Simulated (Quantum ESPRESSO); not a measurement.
**Moments of FeCo3 from a parallel start**

Aim: the moments that FeCo3 holds when they start parallel.

Main program and level: Quantum ESPRESSO 7.5; PBE; plane waves with GBRV 1.5 PBE potentials, no spin-orbit coupling.

## Step 1: The starting structure

The structure is orthorhombic, space group Cmcm (No. 63). The conventional cell has a = 8.030 Å, b = 8.030 Å, c = 2.839 Å, α = 90.00°, β = 90.00°, γ = 90.00°. Nearest to Co lie 6 Co at 2.46 Å and 2 Fe at 2.46 Å. Nearest to Fe lie 6 Co at 2.46 Å and 2 Fe at 2.46 Å. Nearest to Co lie 2 Fe at 2.46 Å and 6 Co at 2.46 Å. Farther neighbours are not listed.

The cell was typed by rule, not taken from a database of measured structures.

## Step 2: Start 1: ferro ++++++++

The signs are those of the starting moments on the seeded atoms, the atoms that are given a moment.

Contents of pw.in:

```
&CONTROL
  calculation = 'scf'
  prefix = 'pwscf'
  outdir = './tmp'
  pseudo_dir = './pseudo'
  disk_io = 'nowf'
/
&SYSTEM
  ibrav = 0
  celldm(1) = 8
  nat = 8
  ntyp = 2
  ecutwfc = 40
  ecutrho = 280
  nbnd = 90
  occupations = 'smearing'
  smearing = 'fd'
  degauss = 0.00367493
  nspin = 2
  starting_magnetization(1) = 0.1
  starting_magnetization(2) = 0.1562
/
&ELECTRONS
  conv_thr = 1.6d-08
  electron_maxstep = 150
  mixing_beta = 0.3
/
ATOMIC_SPECIES
Co     58.9332 co_pbe_v1.2.uspp.F.UPF
Fe     55.8450 fe_pbe_v1.5.uspp.F.UPF
CELL_PARAMETERS alat
   1.3412331169531    0.0000000000000    0.0000000000000
   0.0000000000000    1.3412331169531    0.0000000000000
   0.0000000000000    0.0000000000000    0.6706165584766
ATOMIC_POSITIONS crystal
Co      0.0000000000    0.0000000000    0.0000000000
Co      0.2500000000    0.2500000000    0.5000000000
Fe      0.0000000000    0.5000000000    0.0000000000
Co      0.2500000000    0.7500000000    0.5000000000
Co      0.5000000000    0.0000000000    0.0000000000
Fe      0.7500000000    0.2500000000    0.5000000000
Co      0.5000000000    0.5000000000    0.0000000000
Co      0.7500000000    0.7500000000    0.5000000000
K_POINTS automatic
6 6 12 0 0 0
```

Command:

```sh
$ OMP_NUM_THREADS=1 mpirun -n 4 pw.x -nk 4 -in pw.in > pw.out
```

Log:

```text
Program PWSCF v.7.5 starts

     Message from routine setup:
     using ibrav=0 with symmetry is DISCOURAGED, use correct ibrav instead

     K-points division:     npool     =       4
     Subspace diagonalization in iterative solution of the eigenvalue problem:

     G-vector sticks info
     --------------------
     sticks:   dense  smooth     PW     G-vecs:    dense   smooth      PW
     Sum        2561    1473    441                48789    21125    3581

     Using Slab Decomposition

     bravais-lattice index     =            0
     lattice parameter (alat)  =       8.0000  a.u.
     unit-cell volume          =     617.6647 (a.u.)^3
     number of atoms/cell      =            8
     number of atomic types    =            2
     number of electrons       =       134.00
     number of Kohn-Sham states=           90
     kinetic-energy cutoff     =      40.0000  Ry
     charge density cutoff     =     280.0000  Ry
     scf convergence threshold =      1.6E-08
     mixing beta               =       0.3000
     number of iterations used =            8  plain     mixing
     Exchange-correlation=  SLA  PW   PBX  PBC
                           (   1   4   3   4   0   0   0)

     celldm(1)=   8.000000  celldm(2)=   0.000000  celldm(3)=   0.000000
     celldm(4)=   0.000000  celldm(5)=   0.000000  celldm(6)=   0.000000

     crystal axes: (cart. coord. in units of alat)
               a(1) = (   1.341233   0.000000   0.000000 )
               a(2) = (   0.000000   1.341233   0.000000 )
               a(3) = (   0.000000   0.000000   0.670617 )

     reciprocal axes: (cart. coord. in units 2 pi/alat)
               b(1) = (  0.745583  0.000000  0.000000 )
               b(2) = (  0.000000  0.745583  0.000000 )
               b(3) = (  0.000000  0.000000  1.491165 )

     PseudoPot. # 1 for Co read from file:
     co_pbe_v1.2.uspp.F.UPF
     Pseudo is Ultrasoft + core correction, Zval = 17.0
     Generated by new atomic code, or converted to UPF format
     Using radial grid of  863 points,  6 beta functions with:
                l(1) =   0
                l(2) =   0
                l(3) =   1
                l(4) =   1
                l(5) =   2
                l(6) =   2
     Q(r) pseudized with  8 coefficients,  rinner =    1.200   1.200   1.200
                                                       1.200   1.200

     PseudoPot. # 2 for Fe read from file:
     fe_pbe_v1.5.uspp.F.UPF
     Pseudo is Ultrasoft + core correction, Zval = 16.0
     Generated by new atomic code, or converted to UPF format
     Using radial grid of  861 points,  6 beta functions with:
                l(1) =   0
                l(2) =   0
                l(3) =   1
                l(4) =   1
                l(5) =   2
                l(6) =   2
     Q(r) pseudized with  8 coefficients,  rinner =    1.000   1.000   1.000
                                                       1.000   1.000

     atomic species   valence    mass     pseudopotential
     Co               17.00    58.93320     Co( 1.00)
     Fe               16.00    55.84500     Fe( 1.00)

     Starting magnetic structure
     atomic species   magnetization
     Co              0.100
     Fe              0.156

      8 Sym. Ops., with inversion, found ( 6 have fractional translation)

   Cartesian axes

     site n.     atom                  positions (alat units)
         1        Co     tau(   1) = (   0.0000000   0.0000000   0.0000000  )
         2        Co     tau(   2) = (   0.3353083   0.3353083   0.3353083  )
         3        Fe     tau(   3) = (   0.0000000   0.6706166   0.0000000  )
         4        Co     tau(   4) = (   0.3353083   1.0059248   0.3353083  )
         5        Co     tau(   5) = (   0.6706166   0.0000000   0.0000000  )
         6        Fe     tau(   6) = (   1.0059248   0.3353083   0.3353083  )
         7        Co     tau(   7) = (   0.6706166   0.6706166   0.0000000  )
         8        Co     tau(   8) = (   1.0059248   1.0059248   0.3353083  )

     number of k points=    91  Fermi-Dirac smearing, width (Ry)=  0.0037
                       cart. coord. in units 2pi/alat
        k(    1) = (   0.0000000   0.0000000   0.0000000), wk =   0.0023148
        k(    2) = (   0.0000000   0.0000000   0.1242638), wk =   0.0046296
        k(    3) = (   0.0000000   0.0000000   0.2485275), wk =   0.0046296
        k(    4) = (   0.0000000   0.0000000   0.3727913), wk =   0.0046296
        k(    5) = (   0.0000000   0.0000000   0.4970550), wk =   0.0046296
        [... 86 further k-points ...]

     Dense  grid:    48789 G-vectors     FFT dimensions: (  60,  60,  30)

     Smooth grid:    21125 G-vectors     FFT dimensions: (  48,  48,  24)

     Check: negative core charge=   -0.000058
     Generating pointlists ...
     new r_m :   0.2396 (alat units)  1.9165 (a.u.) for type    1
     new r_m :   0.2396 (alat units)  1.9165 (a.u.) for type    2

     Initial potential from superposition of free atoms

     starting charge     125.9999, renormalised to     134.0000
     Starting wfcs are  104 randomized atomic wfcs

     Self-consistent Calculation

     iteration #  1     ecut=    40.00 Ry     beta= 0.30
     Davidson diagonalization with overlap
     ethr =  1.00E-02,  avg # of iterations =  3.0

     total energy              =   -2260.43711553 Ry
     estimated scf accuracy    <      97.19857990 Ry

     total magnetization       =     5.25 Bohr mag/cell
     absolute magnetization    =     5.45 Bohr mag/cell

     iteration #  2     ecut=    40.00 Ry     beta= 0.30
     Davidson diagonalization with overlap
     ethr =  1.00E-02,  avg # of iterations =  3.6

     total energy              =   -2286.39460108 Ry
     estimated scf accuracy    <     172.06355389 Ry

     total magnetization       =     0.63 Bohr mag/cell
     absolute magnetization    =     0.81 Bohr mag/cell

     iteration #  3     ecut=    40.00 Ry     beta= 0.30
     Davidson diagonalization with overlap
     ethr =  1.00E-02,  avg # of iterations =  3.8

     total energy              =   -2284.89806437 Ry
     estimated scf accuracy    <      20.44511262 Ry

     total magnetization       =     6.15 Bohr mag/cell
     absolute magnetization    =     6.43 Bohr mag/cell

     [... further iterations left out ...]

     iteration # 25     ecut=    40.00 Ry     beta= 0.30
     Davidson diagonalization with overlap
     ethr =  3.64E-10,  avg # of iterations =  1.9

     total energy              =   -2291.61386034 Ry
     estimated scf accuracy    <       0.00000041 Ry

     total magnetization       =    16.18 Bohr mag/cell
     absolute magnetization    =    17.41 Bohr mag/cell

     iteration # 26     ecut=    40.00 Ry     beta= 0.30
     Davidson diagonalization with overlap
     ethr =  3.07E-10,  avg # of iterations =  1.0

     total energy              =   -2291.61386040 Ry
     estimated scf accuracy    <       0.00000034 Ry

     total magnetization       =    16.18 Bohr mag/cell
     absolute magnetization    =    17.41 Bohr mag/cell

     iteration # 27     ecut=    40.00 Ry     beta= 0.30
     Davidson diagonalization with overlap
     ethr =  2.56E-10,  avg # of iterations =  1.1

     total energy              =   -2291.61386042 Ry
     estimated scf accuracy    <       0.00000002 Ry

     total magnetization       =    16.18 Bohr mag/cell
     absolute magnetization    =    17.41 Bohr mag/cell

     iteration # 28     ecut=    40.00 Ry     beta= 0.30
     Davidson diagonalization with overlap
     ethr =  1.37E-11,  avg # of iterations =  1.3

     Magnetic moment per site  (integrated on atomic sphere of radius R)
     atom   1 (R=0.240)  charge= 15.4843  magn=  1.8867
     atom   2 (R=0.240)  charge= 15.4843  magn=  1.8867
     atom   3 (R=0.240)  charge= 14.3552  magn=  2.7116
     atom   4 (R=0.240)  charge= 15.4845  magn=  1.8733
     atom   5 (R=0.240)  charge= 15.4845  magn=  1.8733
     atom   6 (R=0.240)  charge= 14.3552  magn=  2.7116
     atom   7 (R=0.240)  charge= 15.4843  magn=  1.8867
     atom   8 (R=0.240)  charge= 15.4843  magn=  1.8867

     End of self-consistent calculation

     Number of k-points >= 100: set verbosity='high' to print the bands.

     the Fermi energy is    17.9092 ev

!    total energy              =   -2291.61386043 Ry
     estimated scf accuracy    <          1.8E-09 Ry
     smearing contrib. (-TS)   =      -0.00510234 Ry
     internal energy E=F+TS    =   -2291.60875808 Ry

     The total energy is F=E-TS. E is the sum of the following terms:
     one-electron contribution =   -1190.36397085 Ry
     hartree contribution      =     676.06131369 Ry
     xc contribution           =    -254.49586845 Ry
     ewald contribution        =   -1522.81023247 Ry

     total magnetization       =    16.18 Bohr mag/cell
     absolute magnetization    =    17.41 Bohr mag/cell

     convergence has been achieved in  28 iterations

=------------------------------------------------------------------------------=
   JOB DONE.
=------------------------------------------------------------------------------=
```

It took 11 min on 4 MPI ranks of Arm Neoverse V1, shared host; peak memory 1.2 GiB; 43 min of CPU time.

Spin moment in the atom's sphere by atom:

| atom | spin moment in the atom's sphere (μB) |
| --- | --- |
| Co1 | 1.89 |
| Co2 | 1.89 |
| Fe3 | 2.71 |
| Co4 | 1.87 |
| Co5 | 1.87 |
| Fe6 | 2.71 |
| Co7 | 1.89 |
| Co8 | 1.89 |

Read from the output:

```
smearing term TS       : 0.06942 eV
magnetization          : 16.18 μB
absolute magnetization : 17.41 μB
final state            : ferromagnetic
```

Spin density in the ab plane of the conventional cell at fractional z = 0.250, with atoms of Co and Fe within 0.2 Å of it.

Ten even steps from '0' (0.0 e/Å³) to '9' (5.3 e/Å³), each cell a mean:
```
0000000000000000000000
3100000000341000000002
9200000001793000000006
4100000000452000000003
0000000000000000000000
0000000000000000000000
0000011000000000110000
0000274000000002740000
0000274000000002740000
0000011000000000110000
0000000000000000000000
0000000000000000000000
4100000000231000000003
9300000000692000000017
5200000000341000000004
0000000000000000000000
0000000000000000000000
0000011000000000110000
0000274000000002740000
0000274000000002740000
0000011000000000110000
0000000000000000000000
```
Columns run along a (8.0 Å), rows up along b (8.0 Å), edges of the conventional cell, whose origin can differ from the input's. Atoms in or near the plane, at fractional coordinates: Co at (0.75, 0.12), Co at (0.25, 0.62), Co at (0.50, 0.37), Co at (0.00, 0.87), Fe at (0.00, 0.37), Fe at (0.50, 0.88), Co at (0.25, 0.12), Co at (0.75, 0.62).

Valence density in the ab plane of the conventional cell at fractional z = 0.250, with atoms of Co and Fe within 0.2 Å of it. It is the smooth field of the valence electrons, not physical close to the nuclei.

Values in e/Å³, 12 rows by 16 columns, each cell a mean:
```
 6  1  0  0  0  0  0  4  6  1  0  0  0  0  0  4
27  3  0  0  0  0  1 14 20  3  0  0  0  0  1 17
 2  0  0  0  0  0  0  1  2  0  0  0  0  0  0  1
 0  0  0  4  6  1  0  0  0  0  0  4  6  1  0  0
 0  0  1 17 27  3  0  0  0  0  1 17 27  3  0  0
 0  0  0  1  2  0  0  0  0  0  0  1  2  0  0  0
 6  1  0  0  0  0  0  4  6  1  0  0  0  0  0  4
20  3  0  0  0  0  1 17 27  3  0  0  0  0  1 14
 2  0  0  0  0  0  0  1  2  0  0  0  0  0  0  1
 0  0  0  4  6  1  0  0  0  0  0  4  6  1  0  0
 0  0  1 17 27  3  0  0  0  0  1 17 27  3  0  0
 0  0  0  1  2  0  0  0  0  0  0  1  2  0  0  0
```
Columns run along a (8.0 Å), rows up along b (8.0 Å), edges of the conventional cell, whose origin can differ from the input's. Atoms in or near the plane, at fractional coordinates: Co at (0.75, 0.12), Co at (0.25, 0.62), Co at (0.50, 0.37), Co at (0.00, 0.87), Fe at (0.00, 0.37), Fe at (0.50, 0.88), Co at (0.25, 0.12), Co at (0.75, 0.62).

## Step 3: Run 2 (no spin polarisation)

Changes to pw.in since step 2:

```diff
@@ -14,3 +14,3 @@
   ecutrho = 280
-  nbnd = 90
+  nbnd = 82
   occupations = 'smearing'
@@ -18,5 +18,2 @@
   degauss = 0.00367493
-  nspin = 2
-  starting_magnetization(1) = 0.1
-  starting_magnetization(2) = 0.1562
 /
```

Log:

```text
[banner, memory and clock lines left out]
Program PWSCF v.7.5 starts

     Message from routine setup:
     using ibrav=0 with symmetry is DISCOURAGED, use correct ibrav instead

     bravais-lattice index     =            0
     lattice parameter (alat)  =       8.0000  a.u.
     unit-cell volume          =     617.6647 (a.u.)^3
     number of atoms/cell      =            8
     number of atomic types    =            2
     number of electrons       =       134.00
     number of Kohn-Sham states=           82
     kinetic-energy cutoff     =      40.0000  Ry
     charge density cutoff     =     280.0000  Ry
     scf convergence threshold =      1.6E-08
     mixing beta               =       0.3000
     number of iterations used =            8  plain     mixing
     Exchange-correlation=  SLA  PW   PBX  PBC
                           (   1   4   3   4   0   0   0)

     celldm(1)=   8.000000  celldm(2)=   0.000000  celldm(3)=   0.000000
     celldm(4)=   0.000000  celldm(5)=   0.000000  celldm(6)=   0.000000

     crystal axes: (cart. coord. in units of alat)
               a(1) = (   1.341233   0.000000   0.000000 )
               a(2) = (   0.000000   1.341233   0.000000 )
               a(3) = (   0.000000   0.000000   0.670617 )

     reciprocal axes: (cart. coord. in units 2 pi/alat)
               b(1) = (  0.745583  0.000000  0.000000 )
               b(2) = (  0.000000  0.745583  0.000000 )
               b(3) = (  0.000000  0.000000  1.491165 )

     PseudoPot. # 1 for Co read from file:
     co_pbe_v1.2.uspp.F.UPF
     Pseudo is Ultrasoft + core correction, Zval = 17.0

     PseudoPot. # 2 for Fe read from file:
     fe_pbe_v1.5.uspp.F.UPF
     Pseudo is Ultrasoft + core correction, Zval = 16.0

     atomic species   valence    mass     pseudopotential
     Co               17.00    58.93320     Co( 1.00)
     Fe               16.00    55.84500     Fe( 1.00)

      8 Sym. Ops., with inversion, found ( 6 have fractional translation)

   Cartesian axes

     site n.     atom                  positions (alat units)
         1        Co     tau(   1) = (   0.0000000   0.0000000   0.0000000  )
         2        Co     tau(   2) = (   0.3353083   0.3353083   0.3353083  )
         3        Fe     tau(   3) = (   0.0000000   0.6706166   0.0000000  )
         4        Co     tau(   4) = (   0.3353083   1.0059248   0.3353083  )
         5        Co     tau(   5) = (   0.6706166   0.0000000   0.0000000  )
         6        Fe     tau(   6) = (   1.0059248   0.3353083   0.3353083  )
         7        Co     tau(   7) = (   0.6706166   0.6706166   0.0000000  )
         8        Co     tau(   8) = (   1.0059248   1.0059248   0.3353083  )

     number of k points=    91  Fermi-Dirac smearing, width (Ry)=  0.0037
                       cart. coord. in units 2pi/alat
        k(    1) = (   0.0000000   0.0000000   0.0000000), wk =   0.0046296
        k(    2) = (   0.0000000   0.0000000   0.1242638), wk =   0.0092593
        k(    3) = (   0.0000000   0.0000000   0.2485275), wk =   0.0092593
        k(    4) = (   0.0000000   0.0000000   0.3727913), wk =   0.0092593
        k(    5) = (   0.0000000   0.0000000   0.4970550), wk =   0.0092593
        [... 86 further k-points ...]

     Dense  grid:    48789 G-vectors     FFT dimensions: (  60,  60,  30)

     Smooth grid:    21125 G-vectors     FFT dimensions: (  48,  48,  24)

     Check: negative core charge=   -0.000058

     Initial potential from superposition of free atoms

     starting charge     125.9999, renormalised to     134.0000
     Starting wfcs are  104 randomized atomic wfcs

     Self-consistent Calculation

     iteration #  1     ecut=    40.00 Ry     beta= 0.30
     Davidson diagonalization with overlap
     ethr =  1.00E-02,  avg # of iterations =  2.7

     total energy              =   -2259.56643008 Ry
     estimated scf accuracy    <      98.86044999 Ry

     iteration #  2     ecut=    40.00 Ry     beta= 0.30
     Davidson diagonalization with overlap
     ethr =  1.00E-02,  avg # of iterations =  4.4

     total energy              =   -2286.92339286 Ry
     estimated scf accuracy    <     173.33301128 Ry

     [... further iterations left out ...]

     iteration # 19     ecut=    40.00 Ry     beta= 0.30
     Davidson diagonalization with overlap
     ethr =  1.50E-08,  avg # of iterations =  1.0

     total energy              =   -2291.31202751 Ry
     estimated scf accuracy    <       0.00000026 Ry

     iteration # 20     ecut=    40.00 Ry     beta= 0.30
     Davidson diagonalization with overlap
     ethr =  1.91E-10,  avg # of iterations =  1.1

     End of self-consistent calculation

     [... lines left out ...]
     the Fermi energy is    17.3624 ev

!    total energy              =   -2291.31202752 Ry
     estimated scf accuracy    <       0.00000001 Ry
     smearing contrib. (-TS)   =      -0.02081771 Ry
     internal energy E=F+TS    =   -2291.29120980 Ry

     The total energy is F=E-TS. E is the sum of the following terms:
     one-electron contribution =   -1190.98260907 Ry
     hartree contribution      =     676.12377862 Ry
     xc contribution           =    -253.62214688 Ry
     ewald contribution        =   -1522.81023247 Ry

     convergence has been achieved in  20 iterations
```

Wall time 3.5 min (4 MPI ranks); peak memory 0.74 GiB.

Read from the output:

- smearing term TS: 0.2832 eV
- final state: non-magnetic (no spin polarisation)

## Step 4: The states side by side

An order is kept where moments of 0.15 μB or more survive with the typed signs; meshes match where a doubled cell samples the same k points as the first cell.

Orders:

| start | final state | typed order kept | energy over the lowest (meV a seeded atom) | largest site moment (μB) | net moment (μB a cell of the first run) | mesh matched | CPU time (s) |
| --- | --- | --- | --- | --- | --- | --- | --- |
| ferro ++++++++ | ferromagnetic | yes | 0 | 2.712 | 16.18 | yes | 2585 |
| no spin polarisation | non-magnetic | - | 513.3 | 0 | 0 | yes | 848.2 |

## Step 5: Summary of results

| Property | Result |
| --- | --- |
| state found | ferromagnetic (from ferro ++++++++) |
| largest site moment | 2.71 μB |
| state without moments | 513 meV a seeded atom higher |

In words: No opposed start was run, so this says nothing of the order that the crystal takes. The cell was built by rule and the atoms were not relaxed, which can move these energies.

[Logs and program files are shortened in this print: banners, set-up blocks, solver, clock and traceback lines can be left out without a mark of their own.]

[Logs are printed without paths, hosts, clocks, repeated set-up lines and the standing remarks that a program may print on its own settings, such as how far it seeks lower states.]

[Hosts, paths, dates, database ids (printed as entryN), source tags and the programs' standing remarks are cut or masked in the printed files.]

[Where a cell is said to come from a database of computed structures, the database is the Materials Project.]
